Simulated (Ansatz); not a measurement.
# Ba on Rh(111): change of the work function

How does one ordered layer of Ba (fcc site) change the work function of Rh(111), and what dipole does each adsorbate carry?

Calculated with Ansatz 0.2.0; plane-wave DFT, PBE, Ansatz PAW.

## (1) Starting point

The cell holds 4 atoms: 4 Rh. Its edges and angles: a = 2.687 Å, b = 2.687 Å, c = 24.582 Å, α = 90.0°, β = 90.0°, γ = 60.0°. Vacuum lies along c.

## (2) The clean slab

The bare slab comes first, as the zero from which every change is counted. The two lowest layers are held at bulk places and the upper ones relax. The dipole correction removes the false field that a one-sided slab makes across the periodic vacuum, so each face gets a flat vacuum level of its own.

Input file input.yaml:

```yaml
crystal:
  lattice:
    - [2.6870057685, 0.0, 0.0]
    - [1.3435028843, 2.3270152556, 0.0]
    - [0.0, 0.0, 24.5817930688]
  atoms:
    - { symbol: Rh, position: [0.0, 0.0, 0.3661246344] }
    - { symbol: Rh, position: [0.3333333333, 0.3333333333, 0.4553748781] }
    - { symbol: Rh, position: [0.6666666667, 0.6666666667, 0.5446251219] }
    - { symbol: Rh, position: [0.0, 0.0, 0.6338753656] }
kpoints:
  mp_grid: { grid: [12, 12, 1] }
hamiltonian:
  xc: pbe
scf:
  occupations: { method: fermi_dirac, width: 0.1 }
  convergence: { dr2_threshold: 1.0e-08 }
efield:
  axis: 3
  dipole_correction: true
  ramp_position: 0.97
  ramp_width: 0.06
relax:
  f_tol: 0.02
  max_steps: 60
  constraints: [{ sites: [0, 1] }]
output:
  write_potential: true
  write_density: true
  volumetric_format: npy
```

The run is started by

```console
$ ansatz run input.yaml --threads 4 --pin off --max-ram 6144MiB --backend cpu --events-out ev --progress --plain --runs-dir out
```

Standard output:

```text
Engine: ansatz 0.2.0, aarch64-unknown-linux-gnu
Pseudopotentials: kind: paw
Pseudopotential: Rh, paw, valence charge 17, recommended cutoff 420 eV (normal), Rh.paw.azcp
Functional definition: PBE
  parameter kappa = 0.804
  parameter beta = 0.066725
  exchange = pbe_x(kappa = kappa, mu = beta*pi^2/3)
  correlation = pbe_c(beta = beta)
Crystal: 4 atoms, lattice volume = 153.703 Å³
Basis set: ecut = 420 eV, 3065 PW (Γ), exchange–correlation on 36×36×360 points (8 copies of the dense FFT grid, shifted against one another)
Bands: 41, of which v1, the nominal top of the filled ones, is band 34 counted from 1 (33 counted from 0)
Symmetry: 6 space group operations
k-points: 19 of 144 (time reversal used)
Non-local potential: Rh, projectors of the file, l = 0: 3, l = 1: 2, l = 2: 2, l = 3: 1
PAW form: soft (Blöchl's): semilocal exchange-correlation on the pseudo side does not see the compensation charge
PAW one-centre angular grid: Rh, 590 points (default); XC on 64 Gauss nodes
Initial density: superposition of atomic densities (neutral atoms: chi_scale 0, normalization atom), corrected by the library's trained network
Initial wavefunctions: pseudopotential atomic-orbital guess
Functional: x = pbe(κ = 0.804, μ = 0.219515), c = pbe(β = 0.066725)
SCF iter   1: F=—  HF=-25610.048058 eV  |F-HF|=—  |Δ(HF+E_count)|=         —  Δρ=3.00e-3  dr2=7.23e-3  ethr=1.77e-3  p=-0.000 e·Å  D=-1.92e-14 V/Å  ΔV_dip=0.00 eV  dr2_dipole=1.99e-7  V_vac-E_F(+/−)=4.98/4.98 eV  ⟨swp⟩=8.3  Hψ=3723  notcnv=0  defer=3
efield: sawtooth ramp at fractional position 0.9700 (set: `efield.ramp_position`, or a place that a band, a saddle search or an elastic batch's reference lends), width 0.0600; the density the first Hamiltonian is built on has a dipole p = -0.000 e·Å; the dipole correction subtracts the counter field D = -1.92e-14 V/Å, which shifts the + side's vacuum level by +0.00 eV against the − side's; the planar-averaged density in the ramp window peaks in size at 3.7e-6 e/Å³
preconditioner: auto → LDOS  [metal: Δε(μ)=0.005 eV  Ē_g=5.586 eV  σ=0.100 eV  W_gap=0.01  n_scr=18 (ndim 8)  ℏωp=18.0 eV  f_vac=0.588  D(μ)=6.30/eV (n_scr^D=38)  β→1.0]
SCF iter   2: F=—  HF=-25610.050255 eV  |F-HF|=—  |Δ(HF+E_count)|=   2.20e-3  Δρ=1.42e-3  dr2=2.83e-3  ethr=1.06e-5  p=0.000 e·Å  D=2.16e-5 V/Å  ΔV_dip=-0.00 eV  dr2_dipole=2.84e-7  V_vac-E_F(+/−)=5.18/5.18 eV  ⟨swp⟩=3.2  Hψ=1977  notcnv=0  defer=5
SCF iter   3: F=—  HF=-25610.049790 eV  |F-HF|=—  |Δ(HF+E_count)|=   4.66e-4  Δρ=6.39e-4  dr2=1.01e-3  ethr=4.16e-6  p=0.000 e·Å  D=7.89e-6 V/Å  ΔV_dip=-0.00 eV  dr2_dipole=2.56e-8  V_vac-E_F(+/−)=5.16/5.16 eV  ⟨swp⟩=3.1  Hψ=1662  notcnv=0  defer=5
SCF iter   4: F=—  HF=-25610.049607 eV  |F-HF|=—  |Δ(HF+E_count)|=   1.82e-4  Δρ=2.42e-4  dr2=8.22e-5  ethr=1.49e-6  p=0.000 e·Å  D=4.71e-6 V/Å  ΔV_dip=-0.00 eV  dr2_dipole=6.13e-10  V_vac-E_F(+/−)=5.17/5.17 eV  ⟨swp⟩=2.0  Hψ=1119  notcnv=0  defer=5
SCF iter   5: F=—  HF=-25610.049591 eV  |F-HF|=—  |Δ(HF+E_count)|=   1.68e-5  Δρ=6.97e-5  dr2=8.06e-6  ethr=1.21e-7  p=0.000 e·Å  D=3.22e-6 V/Å  ΔV_dip=-0.00 eV  dr2_dipole=2.45e-10  V_vac-E_F(+/−)=5.17/5.17 eV  ⟨swp⟩=2.5  Hψ=1423  notcnv=0  defer=5
SCF iter   6: F=—  HF=-25610.049590 eV  |F-HF|=—  |Δ(HF+E_count)|=   6.64e-7  Δρ=1.34e-5  dr2=5.18e-7  ethr=1.18e-8  p=0.000 e·Å  D=1.21e-6 V/Å  ΔV_dip=-0.00 eV  dr2_dipole=9.29e-12  V_vac-E_F(+/−)=5.17/5.17 eV  ⟨swp⟩=2.1  Hψ=1270  notcnv=0  defer=5
SCF iter   7: F=—  HF=-25610.049590 eV  |F-HF|=—  |Δ(HF+E_count)|=   2.79e-7  Δρ=5.14e-6  dr2=1.23e-7  ethr=7.62e-10  p=0.000 e·Å  D=5.79e-7 V/Å  ΔV_dip=-0.00 eV  dr2_dipole=1.73e-12  V_vac-E_F(+/−)=5.17/5.17 eV  ⟨swp⟩=3.3  Hψ=1732  notcnv=0  defer=5
SCF iter   8: F=—  HF=-25610.049590 eV  |F-HF|=—  |Δ(HF+E_count)|=   5.12e-8  Δρ=1.84e-6  dr2=1.43e-8  ethr=1.82e-10  p=0.000 e·Å  D=2.16e-7 V/Å  ΔV_dip=-0.00 eV  dr2_dipole=2.19e-13  V_vac-E_F(+/−)=5.17/5.17 eV  ⟨swp⟩=2.2  Hψ=975  notcnv=0  defer=5
SCF iter   9: F=-25610.049590 eV  HF=-25610.049590 eV  |F-HF|=2.91e-9  |Δ(HF+E_count)|=   5.47e-9  Δρ=5.56e-7  dr2=7.73e-10  ethr=1.47e-11  p=0.000 e·Å  D=8.59e-8 V/Å  ΔV_dip=-0.00 eV  dr2_dipole=7.15e-13  V_vac-E_F(+/−)=5.17/5.17 eV  ⟨swp⟩=9.8  Hψ=5462  notcnv=0
SCF 1 converged in 9 iterations: F = -25610.049590 eV  dr2 = 7.73e-10
  greatest PAW one-centre occupation: 1.000 electrons in one spin orbital (limit 2), on the Rh atom at site 2 (counted from 0), in its partial waves of l = 0
relax step   1: F+E_penalty+E_count = -25610.04959025 eV  Δ(F+E_penalty+E_count) = +0.000e0 eV  max|allowed force component| = 3.499e-2 eV/Å  Δτ_max = 0.0000 Å  (9 SCF iters, accepted)
Initial density: handed on by an earlier stage of this run
Initial wavefunctions: those handed on with the density
iter 1 solved again at ethr=2.02e-5 eV; its pass at ethr=3.10e-3 eV (dr2=1.37e-2 eV) is discarded
SCF iter   1: F=—  HF=-25610.049956 eV  |F-HF|=—  |Δ(HF+E_count)|=         —  Δρ=1.41e-3  dr2=1.32e-2  ethr=2.02e-5  p=-0.000 e·Å  D=-1.72e-8 V/Å  ΔV_dip=0.00 eV  dr2_dipole=4.55e-3  V_vac-E_F(+/−)=5.17/5.17 eV  ⟨swp⟩=1.3  Hψ=2099  notcnv=0  defer=5
efield: sawtooth ramp at fractional position 0.9700 (set: `efield.ramp_position`, or a place that a band, a saddle search or an elastic batch's reference lends), width 0.0600; the density the first Hamiltonian is built on has a dipole p = -0.000 e·Å; the dipole correction subtracts the counter field D = -1.72e-8 V/Å, which shifts the + side's vacuum level by +0.00 eV against the − side's; the planar-averaged density in the ramp window peaks in size at 1.1e-6 e/Å³
preconditioner: auto → LDOS  [metal: Δε(μ)=0.011 eV  Ē_g=5.583 eV  σ=0.100 eV  W_gap=0.03  n_scr=18 (ndim 8)  ℏωp=18.0 eV  f_vac=0.589  D(μ)=6.28/eV (n_scr^D=38)  β→1.0]
SCF iter   2: F=—  HF=-25610.049812 eV  |F-HF|=—  |Δ(HF+E_count)|=   1.45e-4  Δρ=5.73e-4  dr2=4.48e-4  ethr=1.95e-5  p=-0.000 e·Å  D=-7.30e-5 V/Å  ΔV_dip=0.00 eV  dr2_dipole=6.02e-5  V_vac-E_F(+/−)=5.17/5.17 eV  ⟨swp⟩=1.3  Hψ=785  notcnv=0  defer=5
SCF iter   3: F=—  HF=-25610.049720 eV  |F-HF|=—  |Δ(HF+E_count)|=   9.20e-5  Δρ=3.44e-4  dr2=2.78e-4  ethr=6.58e-7  p=0.000 e·Å  D=3.36e-4 V/Å  ΔV_dip=-0.01 eV  dr2_dipole=5.68e-5  V_vac-E_F(+/−)=5.16/5.17 eV  ⟨swp⟩=3.8  Hψ=1937  notcnv=0  defer=5
SCF iter   4: F=—  HF=-25610.049680 eV  |F-HF|=—  |Δ(HF+E_count)|=   4.00e-5  Δρ=4.06e-5  dr2=4.97e-6  ethr=4.09e-7  p=0.000 e·Å  D=1.14e-4 V/Å  ΔV_dip=-0.00 eV  dr2_dipole=1.06e-8  V_vac-E_F(+/−)=5.17/5.17 eV  ⟨swp⟩=2.0  Hψ=1120  notcnv=0  defer=5
SCF iter   5: F=—  HF=-25610.049673 eV  |F-HF|=—  |Δ(HF+E_count)|=   6.23e-6  Δρ=1.60e-5  dr2=7.23e-7  ethr=7.30e-9  p=0.000 e·Å  D=1.16e-4 V/Å  ΔV_dip=-0.00 eV  dr2_dipole=1.40e-8  V_vac-E_F(+/−)=5.17/5.17 eV  ⟨swp⟩=3.6  Hψ=1778  notcnv=0  defer=5
SCF iter   6: F=—  HF=-25610.049674 eV  |F-HF|=—  |Δ(HF+E_count)|=   4.90e-7  Δρ=5.88e-6  dr2=1.11e-7  ethr=1.06e-9  p=0.000 e·Å  D=1.19e-4 V/Å  ΔV_dip=-0.00 eV  dr2_dipole=8.70e-9  V_vac-E_F(+/−)=5.17/5.17 eV  ⟨swp⟩=2.1  Hψ=1053  notcnv=0  defer=5
SCF iter   7: F=-25610.049674 eV  HF=-25610.049674 eV  |F-HF|=3.74e-8  |Δ(HF+E_count)|=   1.26e-7  Δρ=1.67e-6  dr2=5.94e-9  ethr=1.47e-11  p=0.000 e·Å  D=1.18e-4 V/Å  ΔV_dip=-0.00 eV  dr2_dipole=2.05e-11  V_vac-E_F(+/−)=5.17/5.17 eV  ⟨swp⟩=8.8  Hψ=6148  notcnv=0
SCF 2 converged in 7 iterations: F = -25610.049674 eV  dr2 = 5.94e-9
relax step   2: F+E_penalty+E_count = -25610.04967410 eV  Δ(F+E_penalty+E_count) = -8.384e-5 eV  max|allowed force component| = 2.244e-2 eV/Å  Δτ_max = 0.0127 Å  (7 SCF iters, accepted)
SCF iter   1: F=—  HF=-25610.049763 eV  |F-HF|=—  |Δ(HF+E_count)|=         —  Δρ=5.17e-4  dr2=1.81e-3  ethr=2.64e-5  p=0.000 e·Å  D=1.18e-4 V/Å  ΔV_dip=-0.00 eV  dr2_dipole=6.21e-4  V_vac-E_F(+/−)=5.17/5.17 eV  ⟨swp⟩=2.1  Hψ=1238  notcnv=0  defer=5
efield: sawtooth ramp at fractional position 0.9700 (set: `efield.ramp_position`, or a place that a band, a saddle search or an elastic batch's reference lends), width 0.0600; the density the first Hamiltonian is built on has a dipole p = 0.000 e·Å; the dipole correction subtracts the counter field D = 1.18e-4 V/Å, which shifts the + side's vacuum level by -0.00 eV against the − side's; the planar-averaged density in the ramp window peaks in size at 9.0e-7 e/Å³
preconditioner: auto → LDOS  [metal: Δε(μ)=0.011 eV  Ē_g=5.578 eV  σ=0.100 eV  W_gap=0.03  n_scr=18 (ndim 8)  ℏωp=18.0 eV  f_vac=0.589  D(μ)=6.28/eV (n_scr^D=38)  β→1.0]
SCF iter   2: F=—  HF=-25610.049743 eV  |F-HF|=—  |Δ(HF+E_count)|=   2.08e-5  Δρ=1.96e-4  dr2=5.12e-5  ethr=2.66e-6  p=0.000 e·Å  D=1.57e-4 V/Å  ΔV_dip=-0.00 eV  dr2_dipole=7.88e-6  V_vac-E_F(+/−)=5.17/5.17 eV  ⟨swp⟩=1.2  Hψ=936  notcnv=0  defer=5
SCF iter   3: F=—  HF=-25610.049729 eV  |F-HF|=—  |Δ(HF+E_count)|=   1.37e-5  Δρ=1.13e-4  dr2=3.33e-5  ethr=7.53e-8  p=0.000 e·Å  D=2.72e-6 V/Å  ΔV_dip=-0.00 eV  dr2_dipole=7.51e-6  V_vac-E_F(+/−)=5.17/5.17 eV  ⟨swp⟩=3.4  Hψ=1737  notcnv=0  defer=5
SCF iter   4: F=—  HF=-25610.049724 eV  |F-HF|=—  |Δ(HF+E_count)|=   4.52e-6  Δρ=1.39e-5  dr2=6.45e-7  ethr=4.89e-8  p=0.000 e·Å  D=7.60e-5 V/Å  ΔV_dip=-0.00 eV  dr2_dipole=1.24e-8  V_vac-E_F(+/−)=5.17/5.17 eV  ⟨swp⟩=2.0  Hψ=1111  notcnv=0  defer=5
SCF iter   5: F=—  HF=-25610.049722 eV  |F-HF|=—  |Δ(HF+E_count)|=   2.95e-6  Δρ=5.64e-6  dr2=9.33e-8  ethr=9.48e-10  p=0.000 e·Å  D=7.48e-5 V/Å  ΔV_dip=-0.00 eV  dr2_dipole=3.73e-9  V_vac-E_F(+/−)=5.17/5.17 eV  ⟨swp⟩=3.6  Hψ=1645  notcnv=0  defer=5
SCF iter   6: F=—  HF=-25610.049722 eV  |F-HF|=—  |Δ(HF+E_count)|=   1.30e-7  Δρ=1.95e-6  dr2=1.17e-8  ethr=1.37e-10  p=0.000 e·Å  D=7.30e-5 V/Å  ΔV_dip=-0.00 eV  dr2_dipole=7.61e-10  V_vac-E_F(+/−)=5.17/5.17 eV  ⟨swp⟩=2.2  Hψ=1093  notcnv=0  defer=5
SCF iter   7: F=-25610.049722 eV  HF=-25610.049722 eV  |F-HF|=9.63e-9  |Δ(HF+E_count)|=   1.96e-8  Δρ=6.17e-7  dr2=1.05e-9  ethr=1.47e-11  p=0.000 e·Å  D=7.30e-5 V/Å  ΔV_dip=-0.00 eV  dr2_dipole=6.42e-13  V_vac-E_F(+/−)=5.17/5.17 eV  ⟨swp⟩=9.8  Hψ=5444  notcnv=0
SCF 3 converged in 7 iterations: F = -25610.049722 eV  dr2 = 1.05e-9
relax step   3: F+E_penalty+E_count = -25610.04972167 eV  Δ(F+E_penalty+E_count) = -4.757e-5 eV  max|allowed force component| = 3.975e-4 eV/Å  Δτ_max = 0.0047 Å  (7 SCF iters, accepted)
NSCF: frozen V_eff on 19 k-points
the band table was solved once a step of the walk had ended and its energy, with any forces and stress, was formed, with the checks that follow a solve (3909 applications of the Hamiltonian). They found nothing against the state; the energy, forces and stress were not computed again (output.eigenvalues in the input reference)
WARN: The output density's exchange-correlation potential varies sharply where the density is thin. Do not read a vacuum level from v_tot or v_xc, or from such a field of the output density. On a cell that repeats whose density bears no net charge and no dipole along the vacuum's axis use v_es (v_loc + v_h of the components); under efield.dipole_correction with no amplitude use v_es + v_field, which holds any externa [...]
SCF converged after 7 iterations
Free energy (F): -25610.049722 eV
Harris-Foulkes:  -25610.049722 eV  (|F-HF|=9.63e-9)
Internal energy: -25609.837670 eV  (E = F + TS)
E sigma→0 (E₀):  -25609.943696 eV
Entropy (-TS):   -0.212052 eV (-53.013 meV/atom)
Fermi energy:    4.706112 eV
Dipole field:    D = 0.000072 V/Å  (p = 0.000061 e·Å, saw-weighted, corrected)
Work function:   Φ+ = 5.1674 eV   Φ− = 5.1692 eV
Levels:          The Fermi level and band energies are counted from a zero that moves with the ramp; work functions are not
--- Per-component energies (eV) ---
  E_band       = -1526.571688
  E_kinetic    = 2290.090185
  E_local      = -122491.003598  (includes V_loc(G=0)·N_el)
  E_nonlocal   = 1421.302643
  E_hartree    = 59724.727791
  E_xc         = -884.908045
  E_vxc        = -1110.509521  (∫ρ·V_xc dr)
  E_paw        = -14348.611587  (= ΣΔE_a)
  E_vpaw       = -1085.912723  (= ΣTr[D̂ρ^β])
  E_aug_tail   = 0.003404  (compensation charges beyond the density's cutoff)
  E_efield     = 0.000000  (sawtooth field / dipole correction)
  E_vefield    = 0.000014  (∫n·V_field dr)
  E_ewald      = 48678.561538
  E_smearing   = -0.212052  (= −TS)
  E_closure    = -0.000000  (closes the sum)
  Σ components = -25610.049722   (vs F -25610.049722, Δ=0.00e0)
--- Forces (eV/Å), atoms counted from 1 ---
  atom   1  Rh    -0.00000000     0.00000000     0.03097946
  atom   2  Rh    -0.00000000    -0.00000000    -0.03084720
  atom   3  Rh    -0.00000000     0.00000000    -0.00039750
  atom   4  Rh     0.00000000    -0.00000000     0.00027289
  max |Σ_I F_I| component: 7.64e-6 eV/Å
--- Band table (eV; the first three rows and the last of 19) ---
  k-point 0: bands = [... 30 lower, 2.7526, 3.6994, 3.6994, 3.9980, 3.9980, 4.7099, 4.7099, 4.8205, ... 3 higher]
  k-point 1: bands = [... 30 lower, 2.5536, 3.5756, 3.5774, 3.8488, 4.0260, 4.1381, 4.5315, 4.7073, ... 3 higher]
  k-point 2: bands = [... 30 lower, 2.9651, 3.0842, 3.3252, 3.5013, 3.8110, 4.0323, 4.6964, 5.0882, ... 3 higher]
  k-point 18: bands = [... 30 lower, 3.6443, 3.6486, 4.5244, 4.8653, 4.9521, 4.9529, 11.6585, 11.8523, ... 3 higher]
--- Relaxed structure (3 steps of the walk, 3 accepted, 0 SCFs on fresh bases) ---
  F+E_penalty+E_count = -25610.04972167 eV   max|allowed force component| = 3.975e-4 eV/Å
  atoms:
    - { symbol: Rh, position: [0.0, 0.0, 0.3661246344] }
    - { symbol: Rh, position: [0.333333, 0.333333, 0.455375] }
    - { symbol: Rh, position: [0.666667, 0.666667, 0.544472] }
    - { symbol: Rh, position: [0, 0, 0.633551] }
```

It took 9.5 s on 4 threads of Arm Neoverse V1, shared host; peak memory 0.46 GiB.

Relaxation path:

| step | energy less that of the first step (eV) | largest force component (eV/Å) |
| --- | --- | --- |
| 1 | 0.0000 | 0.0350 |
| 2 | -0.0001 | 0.0224 |
| 3 | -0.0001 | 0.0004 |

Forces are held to the 6 operations that the program found; a distortion that breaks them can't arise in this run.

Final coordinates:

```cif
data_structure
_symmetry_space_group_name_H-M 'P 1'
_symmetry_Int_Tables_number 1
_cell_length_a 2.6870
_cell_length_b 2.6870
_cell_length_c 24.5818
_cell_angle_alpha 90.000
_cell_angle_beta 90.000
_cell_angle_gamma 60.000
_cell_volume 153.70
loop_
_atom_site_label
_atom_site_type_symbol
_atom_site_fract_x
_atom_site_fract_y
_atom_site_fract_z
_atom_site_occupancy
Rh1 Rh 0.00000 0.00000 0.36612 1
Rh2 Rh 0.33333 0.33333 0.45537 1
Rh3 Rh 0.66667 0.66667 0.54447 1
Rh4 Rh 0.00000 0.00000 0.63355 1
```

Read from the output:

- energy at zero smearing: -25609.9437 eV
- work function, upper face: 5.167 eV
- dipole along the normal: 6.10e-5 e·Å

Running mean over 2.194 Å of the planar mean; the ramp of the sawtooth is left out. The electron's electrostatic potential energy less the Fermi level by z:

| z (Å) | electron's electrostatic potential energy less the Fermi level (eV) |
| --- | --- |
| 3.5 | 5.17 |
| 4.0 | 5.17 |
| 4.5 | 5.17 |
| 5.0 | 5.16 |
| 5.5 | 5.15 |
| 6.0 | 5.10 |
| 6.5 | 4.90 |
| 7.0 | 4.16 |
| 7.5 | 0.989 |
| 8.0 | -5.57 |
| 8.5 | -11.0 |
| 9.0 | -12.7 |
| 9.5 | -13.0 |
| 10.0 | -13.1 |
| 10.5 | -13.1 |
| 11.0 | -13.2 |
| 11.5 | -13.3 |
| 12.0 | -13.3 |
| 12.5 | -13.3 |
| 13.0 | -13.3 |
| 13.5 | -13.2 |
| 14.0 | -13.2 |
| 14.5 | -13.1 |
| 15.0 | -13.0 |
| 15.5 | -12.8 |
| 16.0 | -11.5 |
| 16.5 | -6.58 |
| 17.0 | 0.143 |
| 17.5 | 3.93 |
| 18.0 | 4.85 |
| 18.5 | 5.08 |
| 19.0 | 5.14 |
| 19.5 | 5.16 |
| 20.0 | 5.17 |
| 20.5 | 5.17 |
| 21.0 | 5.17 |
| 21.5 | 5.17 |

The relaxation took 3 steps and lowered the energy by 1.3e-4 eV; the largest force on the free atoms ends at 4.0e-4 eV/Å.

The work function of the upper face is 5.17 eV.

(Part 1 of 2 ends here.)

[Long decimals in the printed logs are rounded to 6 places.]

[Logs are printed without paths, hosts, clocks, repeated set-up lines and the standing remarks that a program may print on its own settings, such as how far it seeks lower states.]

[Hosts, paths, dates, database ids (printed as entryN), source tags and the programs' standing remarks are cut or masked in the printed files.]

[Maps of the electrostatic potential energy from Ansatz leave out the sawtooth potential of an applied field or a dipole correction, so their vacuum need not be flat; planar profiles and work functions include it.]
